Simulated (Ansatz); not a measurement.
# Tc of K (Im-3m) from its phonons, part 2 of 2

Aim: the phonon-mediated transition temperature of K (Im-3m) at ambient pressure, over a range of μ*. The cell shown first is a relaxed one, from steps not shown here.

Ansatz 0.2.0; DFT PBE, scalar-relativistic, plane waves, PAW.

So far, log mean phonon energy ħω_log (meV): step 2 (coupling and resistivity: q 2×2×2, k 6×6×6, scattering 8×8×8) 5.88.

## (3) Coupling and resistivity: q 3×3×3, k 9×9×9, scattering 12×12×12

The next rung changes the q mesh, which sets the reach of the force constants and couplings; the k mesh of the density and its response; the scattering mesh, which samples the Fermi surface.

input.yaml

```yaml
crystal:
  lattice:
    - [-2.6428919926, 2.6428919926, 2.6428919926]
    - [2.6428919926, -2.6428919926, 2.6428919926]
    - [2.6428919926, 2.6428919926, -2.6428919926]
  atoms:
    - { symbol: K, position: [0.0, 0.0, 0.0] }
kpoints:
  mp_grid: { grid: [9, 9, 9] }
hamiltonian:
  xc: pbe
scf:
  occupations: { method: methfessel_paxton, width: 0.2 }
output:
  eigenvalues: true
phonons:
  method: dfpt
  qmesh: [3, 3, 3]
  temperatures: { t_max: 1000, t_step: 50 }
  qpath:
    path:
      - [[0.0, 0.0, 0.0], [0.5, -0.5, 0.5], [0.0, 0.0, 0.5], [0.0, 0.0, 0.0], [0.25, 0.25, 0.25], [0.5, -0.5, 0.5]]
      - [[0.25, 0.25, 0.25], [0.0, 0.0, 0.5]]
    npoints: 10
  electrical_resistivity:
    mesh: [12, 12, 12]
    temperatures: [20.0, 50.0, 80.0, 100.0, 150.0, 200.0, 273.0, 300.0, 400.0, 500.0, 600.0, 800.0]
  superconductivity: { mesh: [12, 12, 12] }
```

Run with:

```sh
$ ansatz run input.yaml --threads 4 --pin off --max-ram 10240MiB --backend cpu --events-out ev --progress --plain --runs-dir out
```

Numbers of over 12 decimals in the logs are rounded to 6 here.

The log of the run:

```text
[...]
Crystal: 1 atoms, lattice volume = 73.841 Å³
Basis set: ecut = 420 eV, 1481 PW (Γ), exchange–correlation on 64×64×64 points (8 copies of the dense FFT grid, shifted against one another)
Bands: 9, of which v1, the nominal top of the filled ones, is band 5 counted from 1 (4 counted from 0)
Symmetry: 48 space group operations
k-points: 35 of 729
[...]
SCF iter   1: F=—  HF=-1537.787140 eV  |F-HF|=—  |Δ(HF+E_count)|=         —  Δρ=3.05e-4  dr2=3.21e-5  ethr=1.77e-3  ⟨swp⟩=5.1  Hψ=2236  notcnv=0
[...]
SCF iter   9: F=-1537.787021 eV  HF=-1537.787021 eV  |F-HF|=2.05e-12  |Δ(HF+E_count)|=  3.41e-12  S|Δr|=    0.00e0  Δρ=5.38e-8  dr2=1.97e-12  ethr=1.00e-12  ⟨swp⟩=4.6  Hψ=1020  notcnv=0
SCF 1 converged in 9 iterations: F = -1537.787021 eV  dr2 = 1.97e-12
[...]
NSCF: frozen V_eff on 35 k-points
[...]
SCF iter   1: F=—  HF=-1537.787140 eV  |F-HF|=—  |Δ(HF+E_count)|=         —  Δρ=3.05e-4  dr2=3.21e-5  ethr=1.77e-3  ⟨swp⟩=5.1  Hψ=2236  notcnv=0
[...]
SCF iter   9: F=-1537.787021 eV  HF=-1537.787021 eV  |F-HF|=1.82e-12  |Δ(HF+E_count)|=  3.41e-12  S|Δr|=    0.00e0  Δρ=5.37e-8  dr2=1.97e-12  ethr=1.00e-12  ⟨swp⟩=2.0  Hψ=612  notcnv=0
SCF 2 converged in 9 iterations: F = -1537.787021 eV  dr2 = 1.97e-12
[...]
SCF converged after 9 iterations
[...]
Free energy (F): -1537.787021 eV
[...]
Internal energy: -1537.787994 eV  (E = F + TS)
E sigma→0 (E₀):  -1537.787265 eV
Entropy (-TS):   0.000973 eV (0.973 meV/atom)
Fermi energy:    1.763078 eV
[...]
--- Band table (eV; the first three rows and the last of 35) ---
[...]
ASR residual: 7.828e-5 → 0.000e0 eV/Å²; symmetrization residual: 1.705e-13 eV/Å²
  ASR residual per site (eV/Å²): 7.83e-5
  Γ frequencies (cm⁻¹): 0.00 0.00 0.00
--- Phonons (arbitrary-q DFPT): 4 irreducible q on the 3×3×3 mesh ---
[...]
interpolated dispersion: 62 rows × 3 modes
[...]
--- Electrical resistivity: potentials and phonons of a 3×3×3 supercell ---
[...]
at the Fermi level of each mesh (of a tensor a third of its trace):
[...]
12×12×12                     0.3945              4.1507    0.1465    0.1061           6.053
          6×6×6                     0.3963              4.0448    0.1482    0.1145           6.299
          3×3×3                     0.3490              3.3939    0.1601    0.1492           6.345
  resistivity on the deck's mesh, µΩ·cm:
[...]
20.00     1.6623e-1              no     1.6623e-1     1.6623e-1     1.6623e-1       1.9558e-1         2.1265e-1
     50.00     9.7487e-1              no     9.7487e-1     9.7487e-1     9.7487e-1        1.0162e0          1.3408e0
     80.00      1.7817e0              no      1.7817e0      1.7817e0      1.7817e0        1.8290e0          2.4757e0
    100.00      2.2971e0              no      2.2971e0      2.2971e0      2.2971e0        2.3521e0          3.1975e0
    150.00      3.5501e0              no      3.5501e0      3.5501e0      3.5501e0        3.6293e0          4.9505e0
    200.00      4.7795e0              no      4.7795e0      4.7795e0      4.7795e0        4.8853e0          6.6713e0
    273.00      6.5543e0              no      6.5543e0      6.5543e0      6.5543e0        6.7016e0          9.1605e0
    300.00      7.2067e0              no      7.2067e0      7.2067e0      7.2067e0        7.3701e0          1.0077e1
    400.00      9.6082e0              no      9.6082e0      9.6082e0      9.6082e0        9.8360e0          1.3462e1
    500.00      1.1990e1              no      1.1990e1      1.1990e1      1.1990e1        1.2291e1          1.6837e1
    600.00      1.4353e1              no      1.4353e1      1.4353e1      1.4353e1        1.4741e1          2.0206e1
    800.00      1.9045e1              no      1.9045e1      1.9045e1      1.9045e1        1.9643e1          2.6952e1
[...]
vibrations of 27 cells: unjudged by the run; compare a larger repeat
[...]
--- Superconductivity: potentials and phonons of a 3×3×3 supercell ---
           mesh         λ    ħω_log (meV)  μ* declared at (meV)
       12×12×12    0.1465           6.053                7.037
          6×6×6    0.1482           6.299                7.158
          3×3×3    0.1601           6.345                7.444
  λ by the species' shares of the modes' patterns: K 0.1465
[...]
0.08      0.000         0.000    none_found    none_found    none_found    none_found     none_found
      0.10      0.000         0.000    none_found    none_found    none_found    none_found     none_found
      0.12      0.000         0.000    none_found    none_found    none_found    none_found     none_found
      0.13      0.000         0.000    none_found    none_found    none_found    none_found     none_found
      0.14          -             -    none_found    none_found    none_found    none_found     none_found
      0.16          -             -    none_found    none_found    none_found    none_found     none_found
      0.20          -             -    none_found    none_found    none_found    none_found     none_found
  none_found: no transition down to 0.1 K
[...]
converged in the mesh: between neighbouring meshes, the two finest first, λ moves by 1.16 % and 8.07 % and the anisotropic transition temperature over the full bandwidth at μ* = 0.13 by nothing (neither mesh has one) and nothing (neither mesh has one); converged means that the two finest part by at most 2.00 % and 5.00 %
  vibrations of 27 cells: unjudged by the run; compare a larger repeat
[...]
```

It took 67 s on 4 threads of Arm Neoverse V2, shared host; peak memory 3 GiB.

Numbers from this step:

```
zero point energy                                 : 0.009341 eV/cell
highest frequency, solved or plainly interpolated : 78.2 cm⁻¹
Debye temperature (second moment)                 : 99 K
resistivity at 300 K                              : 7.207 μΩ cm
coupling constant λ                               : 0.1465
density of states at the Fermi level              : 0.3945 states/eV a spin and cell
log mean phonon energy ħω_log                     : 6.053 meV
transport coupling constant λ_tr                  : 0.1061, 0.1061, 0.1061 (xx, yy, zz)
Drude plasma energy                               : 4.151, 4.151, 4.151 eV (xx, yy, zz)
resistivity times mean free path                  : 22.37, 22.37, 22.37 × 10⁻¹⁶ Ω m² (xx, yy, zz)
second-moment phonon energy ħω₂                   : 7.037 meV
coupling λ by branch                              : 0.0369, 0.0191, 0.0904 (branches by rank of frequency)
```

An empty cell: under 1 mK by a formula, or no transition down to the floor of the Eliashberg search. Transition temperatures:

```
  μ*  McMillan Tc (K)  Allen–Dynes Tc (K)
0.08                -                   -
 0.1                -                   -
0.12                -                   -
0.13                -                   -
0.14                -                   -
0.16                -                   -
 0.2                -                   -
```

## (4) Resistivity: q 4×4×4, k 12×12×12, scattering 16×16×16

The next rung changes the q mesh, which sets the reach of the force constants and couplings; the k mesh of the density and its response; the scattering mesh, which samples the Fermi surface; the phonon self-energy between the q points, now taken in.

input.yaml, the sections that differ from step 3:

```yaml
kpoints:
  mp_grid: { grid: [12, 12, 12] }
phonons:
  method: dfpt
  qmesh: [4, 4, 4]
  temperatures: { t_max: 1000, t_step: 50 }
  qpath:
    path:
      - [[0.0, 0.0, 0.0], [0.5, -0.5, 0.5], [0.0, 0.0, 0.5], [0.0, 0.0, 0.0], [0.25, 0.25, 0.25], [0.5, -0.5, 0.5]]
      - [[0.25, 0.25, 0.25], [0.0, 0.0, 0.5]]
    npoints: 10
  electrical_resistivity:
    mesh: [16, 16, 16]
    temperatures: [20.0, 50.0, 80.0, 100.0, 150.0, 200.0, 273.0, 300.0, 400.0, 500.0, 600.0, 800.0]
  superconductivity: { mesh: [16, 16, 16] }
# crystal, hamiltonian, scf, output: as in step 3
```

The log of the run:

```text
[...]
Crystal: 1 atoms, lattice volume = 73.841 Å³
Basis set: ecut = 420 eV, 1481 PW (Γ), exchange–correlation on 64×64×64 points (8 copies of the dense FFT grid, shifted against one another)
Bands: 9, of which v1, the nominal top of the filled ones, is band 5 counted from 1 (4 counted from 0)
Symmetry: 48 space group operations
k-points: 72 of 1728
[...]
SCF iter   1: F=—  HF=-1537.783504 eV  |F-HF|=—  |Δ(HF+E_count)|=         —  Δρ=3.10e-4  dr2=3.63e-5  ethr=1.77e-3  ⟨swp⟩=5.0  Hψ=4576  notcnv=0
[...]
SCF iter   9: F=-1537.783378 eV  HF=-1537.783378 eV  |F-HF|=2.05e-12  |Δ(HF+E_count)|=  3.41e-12  S|Δr|=    0.00e0  Δρ=5.70e-8  dr2=2.14e-12  ethr=1.00e-12  ⟨swp⟩=4.0  Hψ=1867  notcnv=0
SCF 1 converged in 9 iterations: F = -1537.783378 eV  dr2 = 2.14e-12
[...]
SCF iter   1: F=—  HF=-1537.783504 eV  |F-HF|=—  |Δ(HF+E_count)|=         —  Δρ=3.10e-4  dr2=3.63e-5  ethr=1.77e-3  ⟨swp⟩=5.0  Hψ=4576  notcnv=0
[...]
SCF iter   9: F=-1537.783378 eV  HF=-1537.783378 eV  |F-HF|=2.05e-12  |Δ(HF+E_count)|=  3.64e-12  S|Δr|=    0.00e0  Δρ=5.67e-8  dr2=2.12e-12  ethr=1.00e-12  ⟨swp⟩=2.0  Hψ=1261  notcnv=0
SCF 2 converged in 9 iterations: F = -1537.783378 eV  dr2 = 2.12e-12
[...]
SCF converged after 9 iterations
[...]
Free energy (F): -1537.783378 eV
[...]
Internal energy: -1537.782147 eV  (E = F + TS)
E sigma→0 (E₀):  -1537.783070 eV
Entropy (-TS):   -0.001231 eV (-1.231 meV/atom)
Fermi energy:    1.736339 eV
[...]
--- Band table (eV; the first three rows and the last of 72) ---
[...]
ASR residual: 8.139e-5 → 0.000e0 eV/Å²; symmetrization residual: 1.326e-13 eV/Å²
  ASR residual per site (eV/Å²): 8.14e-5
  Γ frequencies (cm⁻¹): 0.00 0.00 0.00
--- Phonons (arbitrary-q DFPT): 8 irreducible q on the 4×4×4 mesh ---
[...]
interpolated dispersion: 62 rows × 3 modes
[...]
--- Electrical resistivity: potentials and phonons of a 4×4×4 supercell ---
[...]
at the Fermi level of each mesh (of a tensor a third of its trace):
[...]
16×16×16                     0.3893              4.1440    0.1382    0.1020           6.036
          8×8×8                     0.3983              4.1236    0.1420    0.1083           6.189
          4×4×4                     0.4130              3.9218    0.1518    0.1352           6.175
  resistivity on the deck's mesh, µΩ·cm:
[...]
20.00     1.6534e-1              no     1.6534e-1     1.6534e-1     1.6534e-1       1.9396e-1         2.0243e-1
     50.00     9.5046e-1              no     9.5046e-1     9.5046e-1     9.5046e-1       9.8657e-1          1.2759e0
     80.00      1.7304e0              no      1.7304e0      1.7304e0      1.7304e0        1.7696e0          2.3527e0
    100.00      2.2291e0              no      2.2291e0      2.2291e0      2.2291e0        2.2741e0          3.0378e0
    150.00      3.4427e0              no      3.4427e0      3.4427e0      3.4427e0        3.5073e0          4.7024e0
    200.00      4.6345e0              no      4.6345e0      4.6345e0      4.6345e0        4.7219e0          6.3375e0
    273.00      6.3550e0              no      6.3550e0      6.3550e0      6.3550e0        6.4796e0          8.7033e0
    300.00      6.9872e0              no      6.9872e0      6.9872e0      6.9872e0        7.1267e0          9.5747e0
    400.00      9.3121e0              no      9.3121e0      9.3121e0      9.3121e0        9.5133e0          1.2791e1
    500.00      1.1613e1              no      1.1613e1      1.1613e1      1.1613e1        1.1888e1          1.5997e1
    600.00      1.3891e1              no      1.3891e1      1.3891e1      1.3891e1        1.4253e1          1.9195e1
    800.00      1.8392e1              no      1.8392e1      1.8392e1      1.8392e1        1.8973e1          2.5587e1
[...]
vibrations of 64 cells: unjudged by the run; compare a larger repeat
[...]
at the force constants' own smearing the fine mesh and the k-points of their solves give squared frequencies that differ by 2.7 % of the larger at the most, at (0, 0, 0.25)
--- Superconductivity: potentials and phonons of a 4×4×4 supercell ---
           mesh         λ    ħω_log (meV)  μ* declared at (meV)
       16×16×16    0.1382           6.036                6.996
          8×8×8    0.1420           6.189                7.066
          4×4×4    0.1518           6.175                7.137
  λ by the species' shares of the modes' patterns: K 0.1382
[...]
0.08      0.000         0.000    none_found    none_found    none_found    none_found     none_found
      0.10      0.000         0.000    none_found    none_found    none_found    none_found     none_found
      0.12      0.000         0.000    none_found    none_found    none_found    none_found     none_found
      0.13          -             -    none_found    none_found    none_found    none_found     none_found
      0.14          -             -    none_found    none_found    none_found    none_found     none_found
      0.16          -             -    none_found    none_found    none_found    none_found     none_found
      0.20          -             -    none_found    none_found    none_found    none_found     none_found
  none_found: no transition down to 0.1 K
[...]
vibrations of 64 cells: unjudged by the run; compare a larger repeat
[...]
```

Wall time 4 min (4 threads); peak memory 6.2 GiB.

This step gave:

```yaml
zero_point_energy: 0.009287 eV/cell
highest_frequency_solved_or_plainly_interpolated: 76.33 cm⁻¹
resistivity_at_300_k: 6.987 μΩ cm
coupling_constant_lambda: 0.1382
density_of_states_at_the_fermi_level: 0.3893 states/eV a spin and cell
log_mean_phonon_energy_omega_log: 6.036 meV
transport_coupling_constant_lambda_tr: 0.102, 0.102, 0.102 (xx, yy, zz)
drude_plasma_energy: 4.144, 4.144, 4.144 eV (xx, yy, zz)
resistivity_times_mean_free_path: 22.51, 22.51, 22.51 × 10⁻¹⁶ Ω m² (xx, yy, zz)
second_moment_phonon_energy_omega: 6.996 meV
coupling_lambda_by_branch: 0.0361, 0.0184, 0.0837 (branches by rank of frequency)
```

An empty cell: under 1 mK by a formula, or no transition down to the floor of the Eliashberg search. Transition temperatures:

```
  μ*  McMillan Tc (K)  Allen–Dynes Tc (K)
0.08                -                   -
 0.1                -                   -
0.12                -                   -
0.13                -                   -
0.14                -                   -
0.16                -                   -
 0.2                -                   -
```

The Eliashberg function α²F by phonon energy; read off at these points:

```
phonon energy (meV)      α²F   α²F tr
              0.500        0        0
              0.750   1.0e-4        0
              1.000   3.0e-4        0
              1.250   7.7e-4   2.4e-4
              1.500  0.00179   8.2e-4
              1.750  0.00362  0.00261
              2.000  0.00776  0.00739
              2.250   0.0122   0.0135
              2.500   0.0139   0.0141
              2.750   0.0162   0.0156
              3.000   0.0187   0.0174
              3.250   0.0208   0.0192
              3.500   0.0231   0.0208
              3.750   0.0258   0.0231
              4.000   0.0270   0.0249
              4.250   0.0245   0.0204
              4.500   0.0239   0.0189
              4.750   0.0241   0.0181
              5.000   0.0258   0.0188
              5.250   0.0275   0.0198
              5.500   0.0293   0.0212
              5.750   0.0319   0.0234
              6.000   0.0358   0.0266
              6.250   0.0426   0.0324
              6.500   0.0486   0.0361
              6.750   0.0551   0.0403
              7.000   0.0586   0.0414
              7.250   0.0623   0.0415
              7.500   0.0650   0.0410
              7.750   0.0698   0.0428
              8.000   0.0851   0.0522
              8.250    0.104   0.0635
              8.500    0.154   0.0977
              8.750    0.263    0.175
              8.934    0.285    0.209
              9.000    0.251    0.185
              9.250    0.145   0.0985
```

The coupling constant from the curve is λ = 0.14; modes below 7.30 meV give half. The Eliashberg function α²F (α²F) has its highest peak at 8.93 meV.

## (5) Results

```json
{
 "meshes": "q 4×4×4, k 12×12×12, scattering 16×16×16",
 "coupling constant λ": "0.138",
 "log mean phonon energy ħω_log": "6.04 meV"
}
```

In words: In the last run (PBE, q 4×4×4, k 12×12×12, scattering 16×16×16), with λ = 0.14 and ħω_log = 6.04 meV, Tc at μ* = 0.13 is under 1 mK by the formulas. Wikipedia's list of superconducting elements holds no transition of K at normal pressure, in line with the calculation. In that run Allen and Dynes's formula gives no transition above 0.05 K at μ* = 0.10 or more. By the run's own test λ is not converged in the fine mesh: it moves by 3 % between the two finest, and by up to 5 % in the other runs. The run's transport test calls it not converged in the mesh; ρ(300 K) moves by 6 % in the component that moves most. Over the runs, λ takes the values 0.147, 0.146 and 0.138, in the order shown. μ* is a typed number, phonons are harmonic, and spin fluctuations are left out; with λ this near or under μ*(1 + 0.62 λ), the formulas give Tc only to its order of magnitude, or none.

[Logs are printed without paths, hosts, clocks, repeated set-up lines and the standing remarks that a program may print on its own settings, such as how far it seeks lower states.]

[Hosts, paths, dates, database ids (printed as entryN), source tags and the programs' standing remarks are cut or masked in the printed files.]
